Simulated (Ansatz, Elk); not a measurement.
**Bonding as seen by X-rays: Ti2GeB**

Structure refinements treat a crystal as free atoms side by side. For a made-up structure of Ti2GeB (cell and positions from a PBE relaxation) the runs below show what the calculated density changes in F(hkl).

Main program and level: Elk 11.2.3 (patched build); DFT, PBE, all-electron APW+lo, Dirac cores, scalar-relativistic bands, static density, no spin.

This account leaves out most program logs.

The structure was built from a prototype and need not be the compound's stable phase.

### 1. Set-up

It takes space group P6_3/mmc (No. 194, hexagonal). Conventional cell: a = 3.181 Å, b = 3.181 Å, c = 13.197 Å, α = 90.00°, β = 90.00°, γ = 120.00°. Nearest to Ge lie 6 Ti at 2.78 Å. Nearest to Ti lie 3 B at 2.20 Å and 3 Ge at 2.78 Å. B has 6 Ti at 2.20 Å nearest. Farther neighbours are not listed.

### 2. Ground state and structure factors

An all-electron density is needed, since X-rays see the cores too. Task 0 finds the density and task 195 Fourier-transforms it; tshift is off so that phases refer to the origin typed.

elk.in

```
tasks
  0
  195

xctype
  20

spinpol
  .false.

rgkmax
  7.0

gmaxvr
  14.0

lmaxo
  7

lmaxapw
  8

swidth
  0.002

tshift
  .false.

ramdisk
  .false.

hmaxvr
  5.5

maxscl
  120

epspot
  1e-06

sppath
  './'

avec
  6.01102511081 0.00000000000 0.00000000000
  -3.00551255541 5.20570044875 0.00000000000
  0.00000000000 0.00000000000 24.93862095630

atoms
  3
  'Ge.in'
  2
  0.3333333333 0.6666666667 0.7500000000   0.000000 0.000000 0.000000
  0.6666666667 0.3333333333 0.2500000000   0.000000 0.000000 0.000000
  'Ti.in'
  4
  0.6666666667 0.3333333333 0.9081531383   0.000000 0.000000 0.000000
  0.3333333333 0.6666666667 0.0918468617   0.000000 0.000000 0.000000
  0.3333333333 0.6666666667 0.4081531383   0.000000 0.000000 0.000000
  0.6666666667 0.3333333333 0.5918468617   0.000000 0.000000 0.000000
  'B.in'
  2
  -0.0000000000 -0.0000000000 -0.0000000000   0.000000 0.000000 0.000000
  -0.0000000000 -0.0000000000 0.5000000000   0.000000 0.000000 0.000000

ngridk
  8 8 2
```

Run with:

```bash
> OMP_NUM_THREADS=4 elk
```

Wall time 49 s (4 threads of Intel Xeon at 2.60GHz (Ice Lake), shared host); peak memory 0.26 GiB; 2.3 min of CPU time.

SFACRHO.OUT:

```text

h k l indices transformed by vhmat matrix:
   1.000000000       0.000000000       0.000000000    
   0.000000000       1.000000000       0.000000000    
   0.000000000       0.000000000       1.000000000    

      h      k      l  multipl.   |H|            Re(F)            Im(F)           |F|

      0      0      0      1   0.0000000       162.00000      0.95223254E-16   162.00000    
      0      0     -1      2  0.25194598      0.32489397E-13 -0.12240383E-13  0.34718697E-13
      0      0      2      2  0.50389196      -18.531249      0.25574026E-14   18.531249    
      0      0     -3      2  0.75583794      0.60917619E-13  0.14141474E-14  0.60934031E-13
      0      0      4      2   1.0077839       14.924805     -0.33867762E-13   14.924805    
      1      0      0      6   1.2069817      -53.005859      0.54396504E-14   53.005859    
     -1      0      1      6   1.2329970      -14.329882      0.40003840E-14   14.329882    
      0     -1      1      6   1.2329970       14.329882     -0.50140183E-13   14.329882    
      0      0     -5      2   1.2597299      0.26397635E-13  0.52225542E-13  0.58517881E-13
      1      0     -2      6   1.3079419       18.703914     -0.10904942E-13   18.703914    
      1      0      2      6   1.3079419       18.703914     -0.24241292E-13   18.703914    
      1      0      3      6   1.4241123      -96.160960     -0.23263986E-13   96.160960    
     -1      0      3      6   1.4241123       96.160960      0.25471742E-13   96.160960    
      0      0      6      2   1.5116759      -100.82027     -0.57094251E-13   100.82027    
      1      0     -4      6   1.5723973      0.73522598     -0.32889629E-13  0.73522598    
      1     -1     -4      6   1.5723973      0.73522597      0.28709091E-13  0.73522597    
     -1      1      5      6   1.7446273       27.841408      0.70588855E-14   27.841408    
     -1      0      5      6   1.7446273      -27.841408      0.34151510E-13   27.841408
```

Elk indexes on the primitive cell of elk.in and gives |H| = 4π sin θ/λ in inverse bohr. Below, one row stands for each form hkl of the conventional cell (m members, Friedel mates merged), F is for one primitive cell and the density is static (no thermal factor). Free-atom factors are Waasmaier and Kirfel's, and R is Σm||F|−|F'||/Σm|F|.

| hkl | m | sin θ/λ (Å⁻¹) | abs F, DFT | neutral atoms | diff. |
| --- | --- | --- | --- | --- | --- |
| 001 | 2 | 0.038 | 0.000 | 0.000 | +0.000 |
| 002 | 2 | 0.076 | 18.531 | 19.250 | -0.719 |
| 003 | 2 | 0.114 | 0.000 | 0.000 | +0.000 |
| 004 | 2 | 0.152 | 14.925 | 14.143 | +0.781 |
| 100 | 6 | 0.181 | 53.006 | 53.674 | -0.669 |
| 101 | 12 | 0.185 | 14.330 | 14.033 | +0.297 |
| 005 | 2 | 0.189 | 0.000 | 0.000 | +0.000 |
| 102 | 12 | 0.197 | 18.704 | 18.080 | +0.624 |
| 103 | 12 | 0.214 | 96.161 | 96.788 | -0.627 |
| 006 | 2 | 0.227 | 100.820 | 102.081 | -1.261 |
| 104 | 12 | 0.236 | 0.735 | 0.585 | +0.150 |
| 105 | 12 | 0.262 | 27.841 | 28.030 | -0.189 |
| 007 | 2 | 0.265 | 0.000 | 0.000 | +0.000 |
| 106 | 12 | 0.291 | 51.646 | 51.996 | -0.350 |
| 008 | 2 | 0.303 | 42.714 | 43.021 | -0.306 |
| 110 | 6 | 0.314 | 98.203 | 98.514 | -0.311 |
| 111 | 12 | 0.317 | 0.000 | 0.000 | +0.000 |
| 107 | 12 | 0.321 | 2.548 | 2.909 | -0.361 |
| 112 | 12 | 0.323 | 18.654 | 18.640 | +0.013 |
| 113 | 12 | 0.334 | 0.000 | 0.000 | +0.000 |
| 009 | 2 | 0.341 | 0.000 | 0.000 | +0.000 |
| 114 | 12 | 0.349 | 12.256 | 12.570 | -0.314 |

### 3. The highest occupied states alone

An energy window below the Fermi level keeps the highest occupied states, to see at which angles they scatter; shallow core shells can lie inside it and anion s states outside. No new self-consistency is needed.

elk.in: that of step 2 with these lines changed.

```diff
@@ -1,3 +1,2 @@
 tasks
-  0
   195
@@ -40,2 +39,5 @@
 
+wsfac
+  -0.158490 0.582500
+
 sppath
```

Run with:

```bash
> OMP_NUM_THREADS=4 elk
```

The job ended after 12 s (4 threads; peak memory 0.16 GiB; 14 s of CPU time).

States within 12 eV below the Fermi level hold 30.00 electrons; any levels below the window count with the cores. Their amplitudes can exceed the total, where window and core parts have opposite phase:

| hkl | sin θ/λ (Å⁻¹) | abs F, window | abs F, all |
| --- | --- | --- | --- |
| 001 | 0.038 | 0.000 | 0.000 |
| 002 | 0.076 | 4.206 | 18.531 |
| 003 | 0.114 | 0.000 | 0.000 |
| 004 | 0.152 | 2.207 | 14.925 |
| 100 | 0.181 | 0.246 | 53.006 |
| 101 | 0.185 | 0.454 | 14.330 |
| 005 | 0.189 | 0.000 | 0.000 |
| 102 | 0.197 | 2.022 | 18.704 |
| 103 | 0.214 | 2.872 | 96.161 |
| 006 | 0.227 | 1.112 | 100.820 |

### 4. Another functional

The difference from free atoms is small, so it is set against the change that PBEsol makes.

elk.in: that of step 3 with these lines changed.

```diff
@@ -1,2 +1,3 @@
 tasks
+  0
   195
@@ -4,3 +5,3 @@
 xctype
-  20
+  22
 
@@ -39,5 +40,2 @@
 
-wsfac
-  -0.158490 0.582500
-
 sppath
```

Run with:

```bash
> OMP_NUM_THREADS=4 elk
```

Wall time 47 s (4 threads); peak memory 0.26 GiB.

Against the first run R = 0.04 %; the largest change is -0.051 at 110.

### 5. Basis size

The basis and the expansions that go with it are enlarged, to see whether the differences are converged.

elk.in: that of step 4 with these lines changed.

```diff
@@ -5,3 +5,3 @@
 xctype
-  22
+  20
 
@@ -11,12 +11,12 @@
 rgkmax
-  7.0
+  8.5
 
 gmaxvr
-  14.0
+  18.0
 
 lmaxo
-  7
+  9
 
 lmaxapw
-  8
+  10
```

Run with:

```bash
> OMP_NUM_THREADS=4 elk
```

Wall time 2 min (4 threads); peak memory 0.5 GiB; 5.6 min of CPU time.

Against the first run R = 0.01 %; the largest change is -0.015 at 0 0 12.

### 6. Settings against the effect

| run | R against the first run (%) | R against neutral atoms, low angle (%) | wall time |
| --- | --- | --- | --- |
| PBE, rgkmax 7 | 0.00 | 1.17 | 49 s |
| PBEsol | 0.04 | 1.17 | 47 s |
| rgkmax 8.5 with larger expansions | 0.01 | 1.17 | 2 min |

### 7. Results

```
R against neutral atoms, sin θ/λ < 0.3 Å⁻¹ : 1.17 %
R against neutral atoms, 0.3 to 0.79 Å⁻¹   : 0.32 %
```

What this shows: Independent neutral atoms miss the calculated amplitudes by R = 1.17 % below 0.3 Å⁻¹ and 0.32 % from there to 0.79 Å⁻¹; by shells, 3.88 % below 0.15 Å⁻¹ (1 form), 1.14 % 0.15 to 0.3 (9 forms), 0.46 % 0.3 to 0.45 (19 forms), 0.29 % above 0.45 (94 forms). Bonding, aspherical density and the tables' own atoms all enter these figures, and the runs don't part them. The largest change of an amplitude is -1.26 electrons, at 006. Weak lines can change much in proportion: 104 goes from 0.59 to 0.74. The window's part falls from 30.0 electrons at the origin to at most 0.38 between 0.45 and 0.79 Å⁻¹. Below 0.3 Å⁻¹ the changes that finished (PBEsol and rgkmax 8.5 with larger expansions) move F by R = 0.05 % at most, against the 1.17 % that separates it from free atoms. The k-mesh has no finished test. These runs have no spin, though d or f shells may be open. Part of the difference isn't bonding: the tables are fits to free atoms and ions calculated by other methods than this functional. Thermal motion, anomalous dispersion and extinction are left out.

[Logs are printed without paths, hosts, clocks, repeated set-up lines and the standing remarks that a program may print on its own settings, such as how far it seeks lower states.]

[Hosts, paths, dates, database ids (printed as entryN), source tags and the programs' standing remarks are cut or masked in the printed files.]
